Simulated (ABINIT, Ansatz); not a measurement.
# TiPbS3 (Pm-3m): zone-centre phonons, part 4 of 4

Which modes does TiPbS3 (Pm-3m) have at the zone centre?

ABINIT 10.8.3; DFT PBE, scalar-relativistic, plane waves, PseudoDojo norm-conserving pseudopotentials.

So far. Step 4 (Zone-centre response): The acoustic modes at Γ come out as far as 1.6 cm⁻¹ from zero, where they should vanish, a small numerical error. The lowest optical mode is imaginary, 105i cm⁻¹, an instability at this level and on this k mesh. Step 5 (Zone-centre analysis): The rule also moves an optical mode by 1.1 cm⁻¹. The relaxed cell has a = 4.772 Å (conventional setting).

The structure was built from a prototype and need not be the compound's stable phase.

## 6. Sum rules set otherwise (asr 0)

Without the rule the raw error of the acoustic modes shows.

Input file anaddb.abi:

```
ddb_filepath "gamma_DDB"
output_file "anaddb.abo"
outdata_prefix "anaddb"
asr 0
chneut 0
enunit 2
eivec 1
nph1l 1
qph1l 0.0 0.0 0.0 1.0
```

Input file mrgddb.in:

```
gamma_DDB
merged
2
dfpt_gammao_DDB
gso_DDB
```

The run is started by

```console
> mrgddb < mrgddb.in > mrgddb.log
> OMP_NUM_THREADS=1 anaddb anaddb.abi > anaddb.log
```

anaddb.abo, the main output file:

```text
-outvars_anaddb: echo values of input variables ----------------------

 Miscellaneous information :
      enunit         2
       eivec         1
      chneut         0
 First list of wavevector (reduced coord.) :
       nph1l         1
       qph1l
                     0.00000000E+00  0.00000000E+00  0.00000000E+00    1.000E+00

================================================================================

 read the DDB information and perform some checks

  ==== Info on the Cryst% object ====
 Real(R)+Recip(G) space primitive vectors, cartesian coordinates (Bohr,Bohr^-1):
 R(1)=  9.0172028  0.0000000  0.0000000  G(1)=  0.1108991  0.0000000  0.0000000
 R(2)=  0.0000000  9.0172028  0.0000000  G(2)=  0.0000000  0.1108991  0.0000000
 R(3)=  0.0000000  0.0000000  9.0172028  G(3)=  0.0000000  0.0000000  0.1108991
 Unit cell volume ucvol=  7.3318828E+02 bohr^3
 Angles (23,13,12)=  9.00000000E+01  9.00000000E+01  9.00000000E+01 degrees
 Time-reversal symmetry is present
 Reduced atomic positions [iatom, xred, symbol]:
    1)    0.0000000  0.0000000  0.0000000  Pb
    2)    0.5000000  0.5000000  0.5000000  Ti
    3)    0.5000000  0.5000000  0.0000000   S
    4)    0.5000000  0.0000000  0.5000000   S
    5)    0.0000000  0.5000000  0.5000000   S

 DDB file with 3 blocks has been read.

================================================================================

 Treat the first list of vectors

  Phonon wavevector (reduced coordinates) :  0.00000  0.00000  0.00000
 Phonon energies in Hartree :
  -4.770037E-04 -4.770037E-04 -4.770037E-04 -1.694345E-04 -1.694345E-04
  -1.694345E-04 -1.432748E-04 -1.432748E-04 -1.432748E-04 -7.180539E-06
  -7.180539E-06 -7.180538E-06  1.473194E-03  1.473194E-03  1.473194E-03
 Phonon energies in meV     :
- -1.297993E+01 -1.297993E+01 -1.297993E+01 -4.610547E+00 -4.610547E+00
- -4.610547E+00 -3.898706E+00 -3.898706E+00 -3.898706E+00 -1.953924E-01
- -1.953924E-01 -1.953924E-01  4.008766E+01  4.008766E+01  4.008766E+01
 Phonon frequencies in cm-1    :
- -1.046902E+02 -1.046902E+02 -1.046902E+02 -3.718657E+01 -3.718657E+01
- -3.718657E+01 -3.144518E+01 -3.144518E+01 -3.144518E+01 -1.575946E+00
- -1.575946E+00 -1.575946E+00  3.233288E+02  3.233288E+02  3.233288E+02
 Phonon frequencies in Thz     :
- -3.138533E+00 -3.138533E+00 -3.138533E+00 -1.114825E+00 -1.114825E+00
- -1.114825E+00 -9.427029E-01 -9.427029E-01 -9.427029E-01 -4.724568E-02
- -4.724568E-02 -4.724567E-02  9.693153E+00  9.693153E+00  9.693153E+00
 Phonon energies in Kelvin  :
- -1.506258E+02 -1.506258E+02 -1.506258E+02 -5.350317E+01 -5.350317E+01
- -5.350317E+01 -4.524260E+01 -4.524260E+01 -4.524260E+01 -2.267435E+00
- -2.267435E+00 -2.267435E+00  4.651980E+02  4.651980E+02  4.651980E+02

 Eigendisplacements
 (will be given, for each mode : in cartesian coordinates
   for each atom the real part of the displacement vector,
   then the imaginary part of the displacement vector - absolute values smaller than 1.0d-7 are set to zero)
  Mode number    1   Energy   -4.770037E-04
 Attention : low frequency mode.
   (Could be unstable or acoustic mode)
-  1  0.00000000E+00  0.00000000E+00 -7.42992997E-04
-     0.00000000E+00  0.00000000E+00  0.00000000E+00
-  2  0.00000000E+00  0.00000000E+00 -7.10973852E-04
-     0.00000000E+00  0.00000000E+00  0.00000000E+00
-  3  0.00000000E+00  0.00000000E+00  1.08759364E-03
-     0.00000000E+00  0.00000000E+00  0.00000000E+00
-  4  0.00000000E+00  0.00000000E+00  2.40864185E-03
-     0.00000000E+00  0.00000000E+00  0.00000000E+00
-  5  0.00000000E+00  0.00000000E+00  2.40864185E-03
-     0.00000000E+00  0.00000000E+00  0.00000000E+00
  Mode number    2   Energy   -4.770037E-04
 Attention : low frequency mode.
   (Could be unstable or acoustic mode)
-  1  0.00000000E+00 -7.42992997E-04  0.00000000E+00
-     0.00000000E+00  0.00000000E+00  0.00000000E+00
-  2  0.00000000E+00 -7.10973852E-04  0.00000000E+00
-     0.00000000E+00  0.00000000E+00  0.00000000E+00
-  3  0.00000000E+00  2.40864185E-03  0.00000000E+00
-     0.00000000E+00  0.00000000E+00  0.00000000E+00
-  4  0.00000000E+00  1.08759364E-03  0.00000000E+00
-     0.00000000E+00  0.00000000E+00  0.00000000E+00
-  5  0.00000000E+00  2.40864185E-03  0.00000000E+00
-     0.00000000E+00  0.00000000E+00  0.00000000E+00
  Mode number    3   Energy   -4.770037E-04
 Attention : low frequency mode.
   (Could be unstable or acoustic mode)
-  1  7.42992997E-04  0.00000000E+00  0.00000000E+00
-     0.00000000E+00  0.00000000E+00  0.00000000E+00
-  2  7.10973852E-04  0.00000000E+00  0.00000000E+00
-     0.00000000E+00  0.00000000E+00  0.00000000E+00
-  3 -2.40864185E-03  0.00000000E+00  0.00000000E+00
-     0.00000000E+00  0.00000000E+00  0.00000000E+00
-  4 -2.40864185E-03  0.00000000E+00  0.00000000E+00
-     0.00000000E+00  0.00000000E+00  0.00000000E+00
-  5 -1.08759364E-03  0.00000000E+00  0.00000000E+00
-     0.00000000E+00  0.00000000E+00  0.00000000E+00
  Mode number    4   Energy   -1.694345E-04
 Attention : low frequency mode.
   (Could be unstable or acoustic mode)
-  1  0.00000000E+00  0.00000000E+00 -7.40004864E-04
-     0.00000000E+00  0.00000000E+00  0.00000000E+00
-  2  0.00000000E+00  0.00000000E+00  2.88982432E-03
-     0.00000000E+00  0.00000000E+00  0.00000000E+00
-  3  0.00000000E+00  0.00000000E+00  9.49387849E-04
-     0.00000000E+00  0.00000000E+00  0.00000000E+00
-  4  0.00000000E+00  0.00000000E+00 -3.14999685E-04
-     0.00000000E+00  0.00000000E+00  0.00000000E+00
-  5  0.00000000E+00  0.00000000E+00 -3.14999685E-04
-     0.00000000E+00  0.00000000E+00  0.00000000E+00
  Mode number    5   Energy   -1.694345E-04
 Attention : low frequency mode.
   (Could be unstable or acoustic mode)
-  1  0.00000000E+00  7.40004864E-04  0.00000000E+00
-     0.00000000E+00  0.00000000E+00  0.00000000E+00
-  2  0.00000000E+00 -2.88982432E-03  0.00000000E+00
-     0.00000000E+00  0.00000000E+00  0.00000000E+00
-  3  0.00000000E+00  3.14999685E-04  0.00000000E+00
-     0.00000000E+00  0.00000000E+00  0.00000000E+00
-  4  0.00000000E+00 -9.49387849E-04  0.00000000E+00
-     0.00000000E+00  0.00000000E+00  0.00000000E+00
-  5  0.00000000E+00  3.14999685E-04  0.00000000E+00
-     0.00000000E+00  0.00000000E+00  0.00000000E+00
  Mode number    6   Energy   -1.694345E-04
 Attention : low frequency mode.
   (Could be unstable or acoustic mode)
-  1  7.40004864E-04  0.00000000E+00  0.00000000E+00
-     0.00000000E+00  0.00000000E+00  0.00000000E+00
-  2 -2.88982432E-03  0.00000000E+00  0.00000000E+00
-     0.00000000E+00  0.00000000E+00  0.00000000E+00
-  3  3.14999686E-04  0.00000000E+00  0.00000000E+00
-     0.00000000E+00  0.00000000E+00  0.00000000E+00
-  4  3.14999686E-04  0.00000000E+00  0.00000000E+00
-     0.00000000E+00  0.00000000E+00  0.00000000E+00
-  5 -9.49387849E-04  0.00000000E+00  0.00000000E+00
-     0.00000000E+00  0.00000000E+00  0.00000000E+00
  Mode number    7   Energy   -1.432748E-04
 Attention : low frequency mode.
   (Could be unstable or acoustic mode)
-  1  0.00000000E+00  0.00000000E+00  0.00000000E+00
-     0.00000000E+00  0.00000000E+00  0.00000000E+00
-  2  0.00000000E+00  0.00000000E+00  0.00000000E+00
-     0.00000000E+00  0.00000000E+00  0.00000000E+00
-  3  0.00000000E+00  0.00000000E+00  0.00000000E+00
-     0.00000000E+00  0.00000000E+00  0.00000000E+00
-  4  0.00000000E+00  0.00000000E+00  2.92470830E-03
-     0.00000000E+00  0.00000000E+00  0.00000000E+00
-  5  0.00000000E+00  0.00000000E+00 -2.92470830E-03
-     0.00000000E+00  0.00000000E+00  0.00000000E+00
  Mode number    8   Energy   -1.432748E-04
 Attention : low frequency mode.
   (Could be unstable or acoustic mode)
-  1  0.00000000E+00  0.00000000E+00  0.00000000E+00
-     0.00000000E+00  0.00000000E+00  0.00000000E+00
-  2  0.00000000E+00  0.00000000E+00  0.00000000E+00
-     0.00000000E+00  0.00000000E+00  0.00000000E+00
-  3  0.00000000E+00  2.92470830E-03  0.00000000E+00
-     0.00000000E+00  0.00000000E+00  0.00000000E+00
-  4  0.00000000E+00  0.00000000E+00  0.00000000E+00
-     0.00000000E+00  0.00000000E+00  0.00000000E+00
-  5  0.00000000E+00 -2.92470830E-03  0.00000000E+00
-     0.00000000E+00  0.00000000E+00  0.00000000E+00
  Mode number    9   Energy   -1.432748E-04
 Attention : low frequency mode.
   (Could be unstable or acoustic mode)
-  1  0.00000000E+00  0.00000000E+00  0.00000000E+00
-     0.00000000E+00  0.00000000E+00  0.00000000E+00
-  2  0.00000000E+00  0.00000000E+00  0.00000000E+00
-     0.00000000E+00  0.00000000E+00  0.00000000E+00
-  3  2.92470830E-03  0.00000000E+00  0.00000000E+00
-     0.00000000E+00  0.00000000E+00  0.00000000E+00
-  4 -2.92470830E-03  0.00000000E+00  0.00000000E+00
-     0.00000000E+00  0.00000000E+00  0.00000000E+00
-  5  0.00000000E+00  0.00000000E+00  0.00000000E+00
-     0.00000000E+00  0.00000000E+00  0.00000000E+00
  Mode number   10   Energy   -7.180539E-06
 Attention : low frequency mode.
   (Could be unstable or acoustic mode)
-  1  0.00000000E+00  0.00000000E+00  1.24407961E-03
-     0.00000000E+00  0.00000000E+00  0.00000000E+00
-  2  0.00000000E+00  0.00000000E+00  1.28303085E-03
-     0.00000000E+00  0.00000000E+00  0.00000000E+00
-  3  0.00000000E+00  0.00000000E+00  1.25661234E-03
-     0.00000000E+00  0.00000000E+00  0.00000000E+00
-  4  0.00000000E+00  0.00000000E+00  1.23891123E-03
-     0.00000000E+00  0.00000000E+00  0.00000000E+00
-  5  0.00000000E+00  0.00000000E+00  1.23891123E-03
-     0.00000000E+00  0.00000000E+00  0.00000000E+00
  Mode number   11   Energy   -7.180539E-06
 Attention : low frequency mode.
   (Could be unstable or acoustic mode)
-  1  0.00000000E+00 -1.24407961E-03  0.00000000E+00
-     0.00000000E+00  0.00000000E+00  0.00000000E+00
-  2  0.00000000E+00 -1.28303085E-03  0.00000000E+00
-     0.00000000E+00  0.00000000E+00  0.00000000E+00
-  3  0.00000000E+00 -1.23891123E-03  0.00000000E+00
-     0.00000000E+00  0.00000000E+00  0.00000000E+00
-  4  0.00000000E+00 -1.25661234E-03  0.00000000E+00
-     0.00000000E+00  0.00000000E+00  0.00000000E+00
-  5  0.00000000E+00 -1.23891123E-03  0.00000000E+00
-     0.00000000E+00  0.00000000E+00  0.00000000E+00
  Mode number   12   Energy   -7.180538E-06
 Attention : low frequency mode.
   (Could be unstable or acoustic mode)
-  1  1.24407961E-03  0.00000000E+00  0.00000000E+00
-     0.00000000E+00  0.00000000E+00  0.00000000E+00
-  2  1.28303085E-03  0.00000000E+00  0.00000000E+00
-     0.00000000E+00  0.00000000E+00  0.00000000E+00
-  3  1.23891123E-03  0.00000000E+00  0.00000000E+00
-     0.00000000E+00  0.00000000E+00  0.00000000E+00
-  4  1.23891123E-03  0.00000000E+00  0.00000000E+00
-     0.00000000E+00  0.00000000E+00  0.00000000E+00
-  5  1.25661234E-03  0.00000000E+00  0.00000000E+00
-     0.00000000E+00  0.00000000E+00  0.00000000E+00
  Mode number   13   Energy    1.473194E-03
-  1  0.00000000E+00  0.00000000E+00  1.43725817E-05
-     0.00000000E+00  0.00000000E+00  0.00000000E+00
-  2  0.00000000E+00  0.00000000E+00  9.77064474E-04
-     0.00000000E+00  0.00000000E+00  0.00000000E+00
-  3  0.00000000E+00  0.00000000E+00 -3.66668317E-03
-     0.00000000E+00  0.00000000E+00  0.00000000E+00
-  4  0.00000000E+00  0.00000000E+00  1.05746737E-03
-     0.00000000E+00  0.00000000E+00  0.00000000E+00
-  5  0.00000000E+00  0.00000000E+00  1.05746737E-03
-     0.00000000E+00  0.00000000E+00  0.00000000E+00
  Mode number   14   Energy    1.473194E-03
-  1  0.00000000E+00 -1.43725817E-05  0.00000000E+00
-     0.00000000E+00  0.00000000E+00  0.00000000E+00
-  2  0.00000000E+00 -9.77064473E-04  0.00000000E+00
-     0.00000000E+00  0.00000000E+00  0.00000000E+00
-  3  0.00000000E+00 -1.05746737E-03  0.00000000E+00
-     0.00000000E+00  0.00000000E+00  0.00000000E+00
-  4  0.00000000E+00  3.66668317E-03  0.00000000E+00
-     0.00000000E+00  0.00000000E+00  0.00000000E+00
-  5  0.00000000E+00 -1.05746737E-03  0.00000000E+00
-     0.00000000E+00  0.00000000E+00  0.00000000E+00
  Mode number   15   Energy    1.473194E-03
-  1  1.43725817E-05  0.00000000E+00  0.00000000E+00
-     0.00000000E+00  0.00000000E+00  0.00000000E+00
-  2  9.77064473E-04  0.00000000E+00  0.00000000E+00
-     0.00000000E+00  0.00000000E+00  0.00000000E+00
-  3  1.05746737E-03  0.00000000E+00  0.00000000E+00
-     0.00000000E+00  0.00000000E+00  0.00000000E+00
-  4  1.05746737E-03  0.00000000E+00  0.00000000E+00
-     0.00000000E+00  0.00000000E+00  0.00000000E+00
-  5 -3.66668317E-03  0.00000000E+00  0.00000000E+00
-     0.00000000E+00  0.00000000E+00  0.00000000E+00

 Analysis of degeneracies and characters (maximum tolerance=1.00E-06 a.u.)
 For each vibration mode, or group of modes if degenerate,
 the characters are given for each symmetry operation (see the list in the log file).
 Symmetry characters of vibration mode #   1
       degenerate with vibration modes #   2 to    3
  3.0 -3.0 -1.0  1.0 -1.0  1.0 -1.0  1.0  1.0 -1.0 -1.0  1.0  1.0 -1.0 -1.0  1.0
  0.0 -0.0  0.0 -0.0 -0.0  0.0 -0.0  0.0  1.0 -1.0 -1.0  1.0 -1.0  1.0  1.0 -1.0
  0.0 -0.0 -0.0  0.0 -0.0  0.0  0.0 -0.0  1.0 -1.0  1.0 -1.0 -1.0  1.0 -1.0  1.0
 Symmetry characters of vibration mode #   4
       degenerate with vibration modes #   5 to    6
  3.0 -3.0 -1.0  1.0 -1.0  1.0 -1.0  1.0  1.0 -1.0 -1.0  1.0  1.0 -1.0 -1.0  1.0
  0.0 -0.0  0.0 -0.0 -0.0  0.0 -0.0  0.0  1.0 -1.0 -1.0  1.0 -1.0  1.0  1.0 -1.0
  0.0 -0.0 -0.0  0.0 -0.0  0.0  0.0 -0.0  1.0 -1.0  1.0 -1.0 -1.0  1.0 -1.0  1.0
 Symmetry characters of vibration mode #   7
       degenerate with vibration modes #   8 to    9
  3.0 -3.0 -1.0  1.0 -1.0  1.0 -1.0  1.0 -1.0  1.0  1.0 -1.0 -1.0  1.0  1.0 -1.0
 -0.0  0.0 -0.0  0.0  0.0 -0.0  0.0 -0.0 -1.0  1.0  1.0 -1.0  1.0 -1.0 -1.0  1.0
 -0.0  0.0  0.0 -0.0  0.0 -0.0 -0.0  0.0 -1.0  1.0 -1.0  1.0  1.0 -1.0  1.0 -1.0
 Symmetry characters of vibration mode #  10
       degenerate with vibration modes #  11 to   12
  3.0 -3.0 -1.0  1.0 -1.0  1.0 -1.0  1.0  1.0 -1.0 -1.0  1.0  1.0 -1.0 -1.0  1.0
 -0.0  0.0 -0.0  0.0  0.0 -0.0  0.0 -0.0  1.0 -1.0 -1.0  1.0 -1.0  1.0  1.0 -1.0
 -0.0  0.0  0.0 -0.0  0.0 -0.0 -0.0  0.0  1.0 -1.0  1.0 -1.0 -1.0  1.0 -1.0  1.0
 Symmetry characters of vibration mode #  13
       degenerate with vibration modes #  14 to   15
  3.0 -3.0 -1.0  1.0 -1.0  1.0 -1.0  1.0  1.0 -1.0 -1.0  1.0  1.0 -1.0 -1.0  1.0
  0.0 -0.0  0.0 -0.0 -0.0  0.0 -0.0  0.0  1.0 -1.0 -1.0  1.0 -1.0  1.0  1.0 -1.0
  0.0 -0.0 -0.0  0.0 -0.0  0.0  0.0 -0.0  1.0 -1.0  1.0 -1.0 -1.0  1.0 -1.0  1.0
-
```

It took 0.63 s on 1 thread of Intel Xeon 6975P-C (Granite Rapids), shared host.

This step gave:

```
highest optical zone-centre mode (no LO-TO term) : 323.3 cm⁻¹
lowest optical zone-centre mode                  : -104.7 cm⁻¹
```

Zone-centre frequencies as printed; negative means imaginary. Modes:

```tsv
mode	frequency (cm⁻¹)
1	-104.7
2	-104.7
3	-104.7
4	-37.19
5	-37.19
6	-37.19
7	-31.45
8	-31.45
9	-31.45
10	-1.58
11	-1.58
12	-1.58
13	323.3
14	323.3
15	323.3
```

## 7. Summary of results

```json
{
  "space group after relaxation": "Pm-3m",
  "volume per atom": "21.7 Å³",
  "highest optical zone-centre mode (no LO-TO term)": "323.4 cm⁻¹",
  "lowest optical zone-centre mode": "-104.5 cm⁻¹",
  "imaginary optical modes at the zone centre (no q mesh in this session)": "yes"
}
```

At the PBE level the optical modes of TiPbS3 (Pm-3m) at the zone centre run from 104i to 323 cm⁻¹, so the structure is a saddle point, with 9 modes beyond 10i cm⁻¹ there. These are harmonic frequencies at zero temperature: anharmonic shifts and linewidths and thermal expansion are left out. Spin-orbit coupling is left out, which can matter for the heavy elements here. In a metal the frequencies hang on the k mesh and the smearing, most of all near Kohn anomalies. The structure is a hypothetical one, built on a prototype.

[Host names and launcher messages were left out of these logs when they were recorded.]

[Logs are printed without paths, hosts, clocks, repeated set-up lines and the standing remarks that a program may print on its own settings, such as how far it seeks lower states.]

[Hosts, paths, dates, database ids (printed as entryN), source tags and the programs' standing remarks are cut or masked in the printed files.]
